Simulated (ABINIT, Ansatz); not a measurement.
# A GW chain in ABINIT: ZrZnF6 (Fm-3m)

How does a plane-wave GW calculation on ZrZnF6 (Fm-3m) run from the first input to the gap?

Calculated with ABINIT 10.8.3; PBEsol and many-body steps on it, plane waves.

### 1. The starting structure

It takes space group Fm-3m (No. 225, cubic). The conventional cell has a = 8.058 Å, b = 8.058 Å, c = 8.058 Å, α = 90.00°, β = 90.00°, γ = 90.00°. Zr has 6 F at 2.01 Å nearest. Nearest to Zn lie 6 F at 2.02 Å. Nearest to F lie 1 Zr at 2.01 Å and 1 Zn at 2.02 Å. Farther neighbours and most contacts between anions are not listed.

The cell and positions are those that the Materials Project relaxed with its own functionals (PBE, PBE+U or r2SCAN), kept fixed.

### 2. Ground state

This step: ABINIT 10.8.3; DFT, PBEsol, plane waves, norm-conserving pseudopotentials.

The ground-state density comes first.

run.abi

```
acell 3*1.0 Angstrom
rprim 
  -0.000000000000 4.028896100000 4.028896100000
  4.028896100000 -0.000000000000 4.028896100000
  4.028896100000 4.028896100000 -0.000000000000
ntypat 3
znucl 40 30 9
natom 8
typat 1 2 3 3 3 3 3 3
xred 
  0.000000000000 0.000000000000 0.000000000000
  0.500000000000 0.500000000000 0.500000000000
  0.750139860000 0.249860140000 0.249860140000
  0.249860140000 0.750139860000 0.750139860000
  0.249860140000 0.750139860000 0.249860140000
  0.750139860000 0.249860140000 0.750139860000
  0.249860140000 0.249860140000 0.750139860000
  0.750139860000 0.750139860000 0.249860140000
pp_dirpath "pseudos"
pseudos "Zr.upf, Zn.upf, F.upf"
ecut 38
ngkpt 4 4 4
nshiftk 1
shiftk 0 0 0
kptopt 1
chksymbreak 0
nband 45
occopt 1
tolvrs 1e-10
nstep 60
prtwf 0
optforces 0
optstress 0
indata_prefix "in"
outdata_prefix "out"
tmpdata_prefix "tmp"
```

The run is started by

```console
$ OMP_NUM_THREADS=1 mpirun -n 4 abinit run.abi > log
```

Numbers of over 12 decimals in the logs are rounded to 6 here.

Output:

```text
.Version 10.8.3 of ABINIT. v10.8.2 released Aug 2026.

 Symmetries : space group Fm -3 m (#225); Bravais cF (face-center cubic)
================================================================================
 Values of the parameters that define the memory need of the present run
     intxc =       0    ionmov =       0      iscf =       7    lmnmax =       6
     lnmax =       6     mgfft =      60  mpssoang =       3    mqgrid =    3001
     natom =       8  nloc_mem =       1    nspden =       1   nspinor =       1
    nsppol =       1      nsym =      48    n1xccc =    2501    ntypat =       3
    occopt =       1   xclevel =       2
-    mband =          45        mffmem =           1         mkmem =           2
       mpw =        9912          nfft =      216000          nkpt =           8
================================================================================
  Rough estimation (10% accuracy) of disk space for files :
================================================================================

--------------------------------------------------------------------------------
------------- Echo of variables that govern the present computation ------------
--------------------------------------------------------------------------------
 -outvars: echo values of preprocessed input variables --------
            acell      1.8897261259E+00  1.8897261259E+00  1.8897261259E+00 Bohr

      chksymbreak           0
             ecut      3.80000000E+01 Hartree
-          fftalg         312

              ixc     -116133
              kpt      0.00000000E+00  0.00000000E+00  0.00000000E+00
                       2.50000000E-01  0.00000000E+00  0.00000000E+00
                       5.00000000E-01  0.00000000E+00  0.00000000E+00
                       2.50000000E-01  2.50000000E-01  0.00000000E+00
                       5.00000000E-01  2.50000000E-01  0.00000000E+00
                      -2.50000000E-01  2.50000000E-01  0.00000000E+00
                       5.00000000E-01  5.00000000E-01  0.00000000E+00
                      -2.50000000E-01  5.00000000E-01  2.50000000E-01
         kptrlatt        4    0    0      0    4    0      0    0    4
          kptrlen      4.30685176E+01
P           mkmem           2
            natom           8
            nband          45
            ngfft          60      60      60
             nkpt           8
            nstep          60
             nsym          48
           ntypat           3
              occ      2.000000  2.000000  2.000000  2.000000  2.000000  2.000000
                       2.000000  2.000000  2.000000  2.000000  2.000000  2.000000
                       2.000000  2.000000  2.000000  2.000000  2.000000  2.000000
                       2.000000  2.000000  2.000000  2.000000  2.000000  2.000000
                       2.000000  2.000000  2.000000  2.000000  2.000000  2.000000
                       2.000000  2.000000  2.000000  2.000000  2.000000  2.000000
                       2.000000  0.000000  0.000000  0.000000  0.000000  0.000000
                       0.000000  0.000000  0.000000
        optforces           0
        optstress           0
            prtwf           0
            rprim     -0.0000000000E+00  4.0288961000E+00  4.0288961000E+00
                       4.0288961000E+00 -0.0000000000E+00  4.0288961000E+00
                       4.0288961000E+00  4.0288961000E+00 -0.0000000000E+00
          spgroup         225

           tolvrs      1.00000000E-10

             xred      0.0000000000E+00  0.0000000000E+00  0.0000000000E+00
[...]
znucl       40.00000   30.00000    9.00000

================================================================================

 chkinp: Checking input parameters for consistency.

================================================================================
== DATASET  1 ==================================================================
-   mpi_nproc: 4, omp_nthreads: 1 (-1 if OMP is not activated)

--- !DatasetInfo
iteration_state: {dtset: 1, }
dimensions: {natom: 8, nkpt: 8, mband: 45, nsppol: 1, nspinor: 1, nspden: 1, mpw: 9912, }
cutoff_energies: {ecut:  38.0, pawecutdg:  -1.0, }
electrons: {nelect:   7.40000000E+01, charge:   0.00000000E+00, occopt:   1.00000000E+00, tsmear:   1.00000000E-02, }

 Real(R)+Recip(G) space primitive vectors, cartesian coordinates (Bohr,Bohr^-1):
 R(1)=  0.0000000  7.6135102  7.6135102  G(1)= -0.0656727  0.0656727  0.0656727
 R(2)=  7.6135102  0.0000000  7.6135102  G(2)=  0.0656727 -0.0656727  0.0656727
 R(3)=  7.6135102  7.6135102  0.0000000  G(3)=  0.0656727  0.0656727 -0.0656727
 Unit cell volume ucvol=  8.8264243E+02 bohr^3
 Angles (23,13,12)=  6.00000000E+01  6.00000000E+01  6.00000000E+01 degrees

 getcut: wavevector=  0.0000  0.0000  0.0000  ngfft=  60  60  60
         ecut(hartree)=     38.000   => boxcut(ratio)=   2.00814

--- Pseudopotential description ------------------------------------------------
- Zr Generated using ONCVPSP code by D. R. Hamann
- 40.00000  12.00000  180301                  znucl, zion, pspdat
12 -116133 2 -1 1604                          pspcod,pspxc,lmax,lloc,mmax
     nproj     2     2     2
  pspatm : epsatm=   18.88750569
         --- l  ekb(1:nproj) -->
[...]
pspatm: atomic psp has been read  and splines computed

- Zn Generated using ONCVPSP code by D. R. Hamann
[...]
--- l  ekb(1:nproj) -->
[...]
2   -2.394754
 pspatm: atomic psp has been read  and splines computed

   5.53892991E+03                                ecore*ucvol(ha*bohr**3)
--------------------------------------------------------------------------------

_setup2: Arith. and geom. avg. npw (full set) are    9886.516    9886.500

================================================================================

--- !BeginCycle
iteration_state: {dtset: 1, }
solver: {iscf: 7, nstep: 60, nline: 4, wfoptalg: 0, }
tolerances: {tolvrs: 1.00E-10, }

     iter   Etot(hartree)      deltaE(h)  residm     vres2
 ETOT  1  -395.91224436403    -3.959E+02 2.530E-01 6.815E+04
 ETOT  2  -396.47841166999    -5.662E-01 2.375E-01 1.018E+05
 ETOT  3  -406.12733907576    -9.649E+00 1.129E-01 1.309E+04
 ETOT  4  -406.59387867924    -4.665E-01 1.270E-01 9.359E+03
 ETOT  5  -406.91270408052    -3.188E-01 3.444E-02 4.823E+03
 ETOT  6  -407.20568936489    -2.930E-01 2.645E-02 1.159E+03
 ETOT  7  -407.23391487734    -2.823E-02 8.591E-03 8.250E+02
 ETOT  8  -407.27195425552    -3.804E-02 4.570E-03 3.176E+02
 ETOT  9  -407.29308129400    -2.113E-02 1.385E-02 4.501E+01
 ETOT 10  -407.29654175936    -3.460E-03 6.243E-03 1.733E-02
 ETOT 11  -407.29654830774    -6.548E-06 3.643E-02 1.139E-03
 ETOT 12  -407.29654840610    -9.836E-08 5.708E-03 3.403E-04
 ETOT 13  -407.29654848244    -7.634E-08 4.051E-02 3.216E-05
 ETOT 14  -407.29654848526    -2.824E-09 1.542E-03 7.084E-06
 ETOT 15  -407.29654848617    -9.113E-10 1.112E-03 1.357E-07
 ETOT 16  -407.29654848617     5.514E-12 1.228E-04 1.618E-09
 ETOT 17  -407.29654848617     6.821E-13 3.318E-05 2.990E-11

 At SCF step   17       vres2   =  2.99E-11 < tolvrs=  1.00E-10 =>converged.

--- !ResultsGS
iteration_state: {dtset: 1, }
comment   : Summary of ground state results
lattice_vectors:
- [ -0.0000000,   7.6135102,   7.6135102, ]
- [  7.6135102,  -0.0000000,   7.6135102, ]
- [  7.6135102,   7.6135102,  -0.0000000, ]
lattice_lengths: [  10.76713,   10.76713,   10.76713, ]
lattice_angles: [ 60.000,  60.000,  60.000, ] # degrees, (23, 13, 12)
lattice_volume:   8.8264243E+02
convergence: {deltae:  6.821E-13, res2:  2.990E-11, residm:  3.318E-05, diffor:  0.000E+00, }
etotal    :  -4.07296548E+02
entropy   :   0.00000000E+00
fermie    :  -5.78399454E-02
cartesian_stress_tensor: null
pressure_GPa: null
xred      :
- [  0.0000E+00,   0.0000E+00,   0.0000E+00, Zr]
- [  5.0000E-01,   5.0000E-01,   5.0000E-01, Zn]
- [  7.5014E-01,   2.4986E-01,   2.4986E-01,  F]
- [  2.4986E-01,   7.5014E-01,   7.5014E-01,  F]
- [  2.4986E-01,   7.5014E-01,   2.4986E-01,  F]
- [  7.5014E-01,   2.4986E-01,   7.5014E-01,  F]
- [  2.4986E-01,   2.4986E-01,   7.5014E-01,  F]
- [  7.5014E-01,   7.5014E-01,   2.4986E-01,  F]
cartesian_forces: null
force_length_stats: {min: null, max: null, mean: null, }

 Integrated electronic density in atomic spheres:
 ------------------------------------------------
 Atom  Sphere_radius  Integrated_density
[...]
================================================================================

 ----iterations are completed or convergence reached----

 Mean square residual over all n,k,spin=   18.802E-08; max=  33.176E-06
 reduced coordinates (array xred) for    8 atoms
[...]
0.249860140000      0.750139860000      0.750139860000
       0.249860140000      0.750139860000      0.249860140000
       0.750139860000      0.249860140000      0.750139860000
       0.249860140000      0.249860140000      0.750139860000
       0.750139860000      0.750139860000      0.249860140000
 rms dE/dt=  0.0000E+00; max dE/dt=  0.0000E+00; dE/dt below (all hartree)
    1       0.000000000000      0.000000000000      0.000000000000
    2       0.000000000000      0.000000000000      0.000000000000
    3       0.000000000000      0.000000000000      0.000000000000
    4       0.000000000000      0.000000000000      0.000000000000
    5       0.000000000000      0.000000000000      0.000000000000
    6       0.000000000000      0.000000000000      0.000000000000
    7       0.000000000000      0.000000000000      0.000000000000
    8       0.000000000000      0.000000000000      0.000000000000

 cartesian coordinates (angstrom) at end:
    1      0.000000     0.000000     0.000000
    2      4.028896     4.028896     4.028896
    3      2.013321     4.028896     4.028896
    4      6.044471     4.028896     4.028896
    5      4.028896     2.013321     4.028896
    6      4.028896     6.044471     4.028896
    7      4.028896     4.028896     2.013321
    8      4.028896     4.028896     6.044471
 length scales=  1.889726125908  1.889726125908  1.889726125908 bohr
              =  1.000000000000  1.000000000000  1.000000000000 angstroms
 prteigrs : about to open file out_EIG
 Fermi (or HOMO) energy (hartree) =  -0.05784   Average Vxc (hartree)=  -0.31143
 Eigenvalues (hartree) for nkpt=   8  k points:
 kpt#   1, nband= 45, wtk=  0.01563, kpt=  0.0000  0.0000  0.0000 (reduced coord)
  -4.50543   -2.82744   -2.82744   -2.82744   -1.77095   -0.98492   -0.98492   -0.98492
  -0.81465   -0.80330   -0.80330   -0.77385   -0.77385   -0.77385   -0.23094   -0.22560
  -0.22560   -0.18257   -0.18257   -0.18257   -0.15722   -0.15722   -0.15722   -0.12345
  -0.12345   -0.12345   -0.10297   -0.10297   -0.10297   -0.10166   -0.10166   -0.10166
  -0.09093   -0.09093   -0.08039   -0.08039   -0.08039    0.17530    0.17530    0.17530
   0.18116    0.32311    0.32311    0.33009    0.36449
 prteigrs : prtvol=0 or 1, do not print more k-points.

--- !EnergyTerms
iteration_state     : {dtset: 1, }
comment             : Components of total free energy in Hartree
kinetic             :  2.03897763927874E+02
hartree             :  1.83156936150539E+02
xc                  : -6.47754269448244E+01
Ewald energy        : -1.84856860585014E+02
psp_core            :  6.27539502510642E+00
local_psp           : -4.92168250972994E+02
non_local_psp       : -5.88261050868535E+01
total_energy        : -4.07296548486166E+02
total_energy_eV     : -1.10831036975120E+04
band_energy         : -5.11533151150712E+01

== END DATASET(S) ==============================================================
================================================================================

 -outvars: echo values of variables after computation  --------
           etotal     -4.0729654849E+02
            nband          45
             nkpt           8
          spgroup         225
 [... the other variables as echoed above ...]

 Calculation completed.
```

The job ended after 67 s (4 MPI ranks of Arm Neoverse V2, shared host; peak memory 0.5 GiB; 4.4 min of CPU time).

Numbers from this step:

| Item | Value |
| --- | --- |
| total energy | -11083.1037 eV |
| gap | 6.313 eV |
| k of the valence top | 0.5, 0, 0 |
| k of the conduction bottom | 0.5, 0, 0 |
| least direct gap | 6.313 eV |

The gap is direct, at (0.500, 0.000, 0.000).

(Part 1 of 3 ends here.)

[Paths, hosts, dates, memory and timing lines, banners, echoed tables and standing remarks are left out of the program output.]

[Logs are printed without paths, hosts, clocks, repeated set-up lines and the standing remarks that a program may print on its own settings, such as how far it seeks lower states.]

[Runs of the session that timed out or met a known fault of the program may be left out.]

[Hosts, paths, dates, database ids (printed as entryN), source tags and the programs' standing remarks are cut or masked in the printed files.]

[G0W0 gaps are taken among the corrected bands and points alone; a level outside them can change the order at an edge.]

[Where Ansatz stands beside ABINIT at settings called matched, ABINIT's density can come from a denser mesh and the files from another edition; pairs whose starting gaps differed by over 0.03 eV were left out, so agreement reads better than it is.]
